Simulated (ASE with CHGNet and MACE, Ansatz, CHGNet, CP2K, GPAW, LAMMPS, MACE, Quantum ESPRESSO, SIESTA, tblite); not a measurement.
## Machine-learned potentials runs on amorphous carbon (100 atoms)

Wanted: machine-learned potentials inputs and outputs for amorphous carbon (100 atoms), checked against a plane-wave reference.

Program: ASE with CHGNet and MACE. Level of theory: the method is named at each step. Results are calculated unless marked as measured.

**1. The structure**

The cell holds 100 atoms: 100 C. Cell: a = 10.470 Å, b = 10.470 Å, c = 10.470 Å, α = 90.0°, β = 90.0°, γ = 90.0°. 100 atoms (100 C) placed at random at 1.74 g/cm³, melted at 5500 K for 10 ps at fixed volume with the LCBOP (Los and Fasolino, Phys. Rev. B 68, 024107 (2003)). Quenched from 5500 K to 300 K at 100 K/ps and fixed volume, held 5 ps.

The yardstick, on the same geometry:

| Item | Value |
| --- | --- |
| method | Kohn-Sham DFT, PBE, SSSP efficiency 1.3.0 pseudopotentials, plane waves (Quantum ESPRESSO 7.5); sssp-pbe-1.3.0-efficiency, cutoffs 45/360 Ry, Γ point |
| r.m.s. force component | 1.427 eV/Å |
| longest force | 5.519 eV/Å |
| pressure | -13.62 GPa |
| time | 2.6 min on 2 MPI ranks of Arm Neoverse V2, shared host |
| CPU time | 5.2 min |

**2. CHGNet 0.3.0 potential**

Method: machine-learned interatomic potential CHGNet 0.3.0, trained on PBE(+U) plane-wave data.

The input, run.py:

```python
import numpy as np
from ase.io import read
import mlip  # loads the published weights by name

atoms = read("structure.xyz")
atoms.calc = mlip.calc("chgnet-0.3.0")
energy = atoms.get_potential_energy()
forces = atoms.get_forces()
print(f"energy {energy:.6f} eV")
print("forces (eV/A)")
for i, (a, f) in enumerate(zip(atoms, forces)):
    print(f"{i:4d} {a.symbol:2s} {f[0]:10.5f} {f[1]:10.5f} {f[2]:10.5f}")
stress = -atoms.get_stress(voigt=False) * 160.21766
print("stress (GPa, compression positive)")
for row in stress:
    print(" ".join(f"{x:10.4f}" for x in row))
```

The input, structure.xyz:

```xyz
100
Lattice="10.46950 0.00000 0.00000 0.00000 10.46950 0.00000 0.00000 0.00000 10.46950" Properties=species:S:1:pos:R:3 pbc="T T T"
C 4.90674 0.92205 6.92830
C 3.08411 5.91370 3.88335
C 2.81630 8.30263 2.17284
C 2.72050 9.82060 6.39896
C 4.20507 10.06307 6.44408
C 8.05544 2.12929 8.25216
C 7.14931 2.34538 9.37094
C 2.00229 1.31434 7.42005
C 6.35572 3.27287 6.56396
C 4.19461 3.80441 4.59653
C 4.05138 9.07025 0.18918
C 4.91658 8.74297 6.25417
C 10.00664 4.35604 2.55665
C 9.50735 8.50050 2.44798
C 6.12026 5.90480 6.76612
C 5.49188 8.27959 5.03394
C 7.18710 6.83428 6.42566
C 4.98934 6.38524 7.48255
C 8.52291 7.35273 6.97635
C 6.60322 3.93056 0.78322
C 3.94041 4.14016 0.19400
C 10.18588 10.05930 9.58294
C 1.35936 4.64239 0.79966
C 10.41003 1.03166 9.28875
C 9.07915 8.31509 5.95662
C 5.20502 3.40479 0.67403
C 9.88603 4.69756 5.06881
C 5.40142 6.10812 0.08302
C 3.88188 10.46322 10.36271
C 9.74543 8.68644 9.98288
C 4.39300 5.35525 9.90132
C 4.44284 7.67959 7.04472
C 9.47134 4.92370 0.27817
C 3.64265 0.60105 9.05999
C 3.98815 8.68110 2.95826
C 4.91941 9.71057 2.65308
C 0.34968 8.29383 2.79054
C 2.59214 1.68758 2.98224
C 1.69156 7.73089 2.91869
C 8.62771 4.56051 9.69151
C 9.96382 3.87612 3.85487
C 2.08961 2.33637 0.33900
C 4.11577 1.06737 0.82343
C 1.03041 6.93793 5.07687
C 5.75718 7.20176 0.87389
C 10.36774 9.01455 6.07838
C 6.01546 4.58732 6.03985
C 7.71414 3.19561 7.26667
C 2.40997 1.20619 8.76245
C 3.63449 1.59220 3.95956
C 4.07284 6.01138 8.65105
C 1.50740 2.48577 3.59135
C 10.02517 7.41199 9.20478
C 4.92873 1.12233 8.44407
C 0.75496 6.72749 10.01429
C 0.40925 5.47754 0.13171
[... 40 atom lines left out ...]
C 8.23185 8.45381 3.24837
C 8.81804 5.13246 8.33781
C 4.57559 7.81799 3.99129
C 2.88142 8.18401 0.69256
```

Command:

```console
> OMP_NUM_THREADS=1 python run.py > output.txt
```

What it wrote:

```text
CHGNet v0.3.0 initialized with 412,525 parameters
CHGNet will run on cpu
energy -843.457581 eV
forces (eV/A)
   0 C     0.01781    1.53789   -0.05354
   1 C     1.19591    0.25383    0.09025
   2 C    -0.29866   -1.25538   -1.68491
   3 C     1.80500    0.41050    0.44401
   4 C    -0.36955    0.02429    0.32070
   5 C     2.17281    0.41547   -1.05025
   6 C     0.21903    0.98661   -1.21331
   7 C     0.36309   -1.06760    0.03947
   8 C    -2.00921   -0.86191   -1.50593
   9 C    -0.43614    0.05762   -0.86951
  10 C     0.09416   -0.59769    0.36251
  11 C    -0.64348    0.83489    0.08638
  12 C     0.57306    0.25271   -0.55866
  13 C     0.43087   -0.09115   -2.21771
  14 C     0.73759   -0.15282    0.64027
  15 C     1.29017   -1.00554    0.03347
  16 C     0.10139    2.03253   -0.58806
  17 C    -0.54769    1.48257    0.63080
  18 C    -0.84988   -2.64054    0.44369
  19 C     1.44203    0.88836   -1.23350
  20 C    -0.17737    0.93449   -0.21810
  21 C    -0.54150    0.79030   -0.10066
  22 C     0.15431    0.11146    1.07542
  23 C    -0.29668   -3.48047    1.26829
[...]
92 C     1.27687    0.05012    0.04803
  93 C    -0.38119    0.64245   -0.80244
  94 C    -0.94812    0.17185    0.10461
  95 C     0.40713   -0.08400   -0.32602
  96 C    -0.03046    0.05361    1.24460
  97 C     0.42119    0.96185   -0.06835
  98 C     0.35310    1.91663   -0.55533
  99 C     1.20171    0.45508   -0.98128
stress (GPa, compression positive)
  -15.9662    -2.4291    -2.2936
   -2.4291   -10.7317    -0.5488
   -2.2936    -0.5488   -11.8669
```

Run time: 3.7 s. Hardware: 1 thread of Arm Neoverse V2, shared host; peak memory 1.8 GiB.

Banners, paths, timers and routine set-up lines are dropped from the logs unmarked, and long logs keep their key lines alone; longer cuts are marked.

Against the reference:

```
r.m.s. force component                  : 0.9443 eV/Å
r.m.s. difference of force components   : 879 meV/Å
longest difference of force vectors     : 3331 meV/Å
force difference over r.m.s. force      : 61.6 %
slope of forces against the reference's : 0.5292
correlation of force components         : 0.7997
pressure                                : -12.85 GPa
pressure difference                     : 0.7631 GPa
```

The surroundings of C24, which bears the longest force, nearest first, numbered as they follow in the input and with coordinates relative to it.

| atom | x | y | z | distance (Å) | bonds | Fx | Fy | Fz (eV/Å) |
| --- | --- | --- | --- | --- | --- | --- | --- | --- |
| C24 | 0.00 | 0.00 | 0.00 | 0.00 | 3 | -0.30 | -3.48 | 1.27 |
| C22 | -0.22 | -1.44 | 0.29 | 1.49 | 2 | -0.54 | 0.79 | -0.10 |
| C78 | -0.92 | 0.49 | -1.13 | 1.54 | 3 | -1.05 | 0.49 | -1.18 |
| C72 | 1.44 | 0.55 | 0.46 | 1.61 | 3 | 0.72 | 0.22 | 0.00 |
| C49 | 2.47 | 0.17 | -0.53 | 2.53 | 3 | -0.49 | 0.04 | -0.71 |
| C80 | -0.40 | 0.24 | -2.57 | 2.61 | 3 | 0.10 | 1.21 | -0.33 |
| C8 | 2.06 | 0.28 | -1.87 | 2.80 | 2 | 0.36 | -1.07 | 0.04 |
| C6 | -2.35 | 1.10 | -1.04 | 2.80 | 3 | 2.17 | 0.42 | -1.05 |
| C42 | 2.15 | 1.30 | 1.52 | 2.94 | 3 | -0.88 | -1.20 | 0.97 |
| C30 | -0.66 | -2.81 | 0.69 | 2.97 | 3 | 0.36 | 2.19 | 1.35 |

Atoms are counted from 1 here, from 0 in the log.

Forces lie 62 % from the reference's, at 0.012 times its CPU time (on 1 against 2 cores).

**3. MACE MP-0b2 small potential**

Method: machine-learned interatomic potential MACE MP-0b2 small, trained on PBE(+U) plane-wave data.

run.py, as its differences from that of step 2:

```diff
@@ -5,3 +5,3 @@
 atoms = read("structure.xyz")
-atoms.calc = mlip.calc("chgnet-0.3.0")
+atoms.calc = mlip.calc("mace-mp-0b2-small")
 energy = atoms.get_potential_energy()
```

structure.xyz is that of step 2.

What it wrote:

```text
energy -840.879680 eV
forces (eV/A)
   0 C    -0.43236    0.45758   -0.15611
   1 C     0.85593    0.15145    0.07962
   2 C     0.02443   -0.85926   -1.15782
   3 C     1.49081    0.12601    0.30134
   4 C    -0.41830   -0.02319    0.35385
   5 C     1.66339    0.22834   -0.70579
   6 C     0.32029    1.13174   -0.77460
   7 C    -0.26897   -0.27408    0.09852
   8 C    -0.75192   -0.47698   -0.56335
   9 C    -0.66524    0.05269   -0.36948
  10 C    -0.18905   -0.01372    0.72354
  11 C    -0.61549    0.69053   -0.08911
  12 C     0.25316    0.64178   -1.40860
  13 C     0.43768    0.28253   -1.94553
  14 C     0.35972   -0.67703    0.56718
  15 C     1.34692   -0.53025    0.17158
  16 C     0.58755    2.03086   -0.51373
  17 C    -0.83945    0.97425    0.72116
  18 C    -0.77449   -1.47620   -0.53560
  19 C     1.17280    0.73662   -0.84079
  20 C     0.29676    0.43609   -0.12538
  21 C    -0.24024    0.59579    0.19842
  22 C    -0.08423    0.14111    0.95670
  23 C    -0.43627   -3.01641    0.41659
[...]
92 C     0.98744    0.27013   -0.48889
  93 C    -0.74404    0.79479   -0.48953
  94 C    -0.18402   -0.02321   -0.13905
  95 C     0.46864   -0.24761    0.09619
  96 C     0.32837    0.05123    1.64989
  97 C     0.34856    1.02331   -0.19810
  98 C    -0.12101    1.20613   -0.63163
  99 C     0.22232    0.11725   -1.20108
stress (GPa, compression positive)
  -10.8823    -1.7774    -1.5311
   -1.7774    -7.3207    -0.2632
   -1.5311    -0.2632    -8.3565
```

The job ended after 5.3 s (1 thread; peak memory 0.67 GiB).

Numbers from this run, and their distance from the reference:

```
r.m.s. force component                  : 0.7572 eV/Å
r.m.s. difference of force components   : 844.8 meV/Å
longest difference of force vectors     : 2918 meV/Å
force difference over r.m.s. force      : 59.2 %
slope of forces against the reference's : 0.4655
correlation of force components         : 0.8773
pressure                                : -8.853 GPa
pressure difference                     : 4.765 GPa
```

Against the first run (62 %), the force difference from the reference is 59 %, at 1.4 times the CPU time.

**4. MACE MPA-0 medium potential**

Method: machine-learned interatomic potential MACE MPA-0 medium, trained on PBE(+U) plane-wave data.

run.py, as its differences from that of step 3:

```diff
@@ -5,3 +5,3 @@
 atoms = read("structure.xyz")
-atoms.calc = mlip.calc("mace-mp-0b2-small")
+atoms.calc = mlip.calc("mace-mpa-0-medium")
 energy = atoms.get_potential_energy()
```

structure.xyz is that of step 3.

What it wrote:

```text
energy -835.692203 eV
forces (eV/A)
   0 C    -0.07577    0.39940   -0.47435
   1 C     0.97803    0.15961    0.10868
   2 C    -0.08453   -1.25180   -1.40671
   3 C     1.99410    0.48408    0.19413
   4 C    -0.75424    0.35534    0.36388
   5 C     1.89457   -0.04617   -0.81096
   6 C    -0.25138    1.01296   -0.66725
   7 C    -0.27068   -0.56149   -0.34245
   8 C    -1.03445   -0.52713   -0.81764
   9 C    -0.38373    0.01309   -0.48612
  10 C    -0.24931    0.22196    0.47622
  11 C    -1.09419    0.75435   -0.18870
  12 C     0.26282    0.63446   -0.99805
  13 C     0.00619   -0.17289   -2.08086
  14 C     0.49365   -0.62007    0.48147
  15 C     1.35258   -0.82575    0.20298
  16 C     0.56426    2.15447   -0.77531
  17 C    -1.04441    0.99210    0.84009
  18 C    -0.79403   -1.64677   -0.77164
  19 C     1.22766    1.13040   -0.68525
  20 C     0.70543    0.93084    0.17455
  21 C    -0.12924    0.61827    0.03115
  22 C     0.24495   -0.36705    1.29086
  23 C    -0.10668   -2.60058    1.04043
[...]
92 C     0.87760    0.05884    0.24330
  93 C    -0.36512    0.44061   -0.51582
  94 C    -0.48925   -0.28863   -0.12036
  95 C     0.42625    0.09407    0.29176
  96 C     0.43099    0.31307    1.50938
  97 C     0.64360    0.99332    0.00040
  98 C    -0.20221    1.76416   -0.45350
  99 C     0.35655   -0.00931   -1.23435
stress (GPa, compression positive)
  -13.1418    -2.6775    -2.6569
   -2.6775    -8.5445    -0.9392
   -2.6569    -0.9392    -9.7728
```

The job ended after 7 s (1 thread; peak memory 1.2 GiB).

Numbers from this run, and their distance from the reference:

| Property | Result |
| --- | --- |
| r.m.s. force component | 0.8226 eV/Å |
| r.m.s. difference of force components | 805.3 meV/Å |
| longest difference of force vectors | 2783 meV/Å |
| force difference over r.m.s. force | 56.44 % |
| slope of forces against the reference's | 0.5069 |
| correlation of force components | 0.8793 |
| pressure | -10.49 GPa |
| pressure difference | 3.132 GPa |

Against the first run (62 %), the force difference from the reference is 56 %, at 1.9 times the CPU time.

**5. Side by side**

Differences are against the plane-wave reference, forces as r.m.s. over components; share is that over the reference's r.m.s. force, slope the least-squares factor from reference forces to these. Total energies of different programs have different zeros and aren't compared.

| run | Δ force, r.m.s. (meV/Å) | share (%) | slope | Δ pressure (GPa) | cores | CPU time | memory (GiB) |
| --- | --- | --- | --- | --- | --- | --- | --- |
| reference | - | - | - | - | 2 | 5.2 min | 2.8 |
| CHGNet 0.3.0 potential | 879 | 61.6 | 0.529 | 0.763 | 1 | 3.7 s | 1.8 |
| MACE MP-0b2 small potential | 845 | 59.2 | 0.466 | 4.76 | 1 | 5.3 s | 0.67 |
| MACE MPA-0 medium potential | 805 | 56.4 | 0.507 | 3.13 | 1 | 7 s | 1.2 |

Times of the machine-learned potentials are mostly Python's start and the loading of weights.

CPU time is summed over cores on a shared host, where runs went side by side, so it is rough. Symmetry, cutoffs, thresholds, outputs and thread counts weren't matched or tuned between programs; memory under MPI is the largest rank's times the ranks.

**6. Outcome**

- nearest in forces: MACE MPA-0 medium potential, 56 %
- its CPU time: 7 s

Machine-learned potentials differ by 56 % (MACE MPA-0 medium potential) to 62 % (CHGNet 0.3.0 potential); they were trained on other programs' data. Among those trained on PBE data the slope goes as low as 0.47, with a correlation of 0.88, so directions differ as well as sizes. The reference's pressure holds the uncorrected Pulay stress of its 45 Ry basis, so small pressure differences, and their order, may be the reference's own error. Machine-learned potentials mimic data converged in k, so the reference's own k-point error enters their differences. The quench rate of 100 K/ps is many orders above laboratory rates, so the cell is likely richer in defects and strain than a real sample. The network of bonds at the start is that of the classical potential that made the cell, and needn't be the one that DFT or experiment would give. The reference's stress is far from hydrostatic: its diagonal is -16.3, -10.9, -13.6 GPa, compression counted positive. The electronic-structure runs sample only Γ, in a cell whose shortest periodic width is 10 Å, which is coarse for a cell with partly filled levels.

[Also dropped from logs without a mark: logging warnings of Python, and SIESTA's first energy breakdown and zero terms.]

[Logs are printed without paths, hosts, clocks, repeated set-up lines and the standing remarks that a program may print on its own settings, such as how far it seeks lower states.]

[Hosts, paths, dates, database ids (printed as entryN), source tags and the programs' standing remarks are cut or masked in the printed files.]
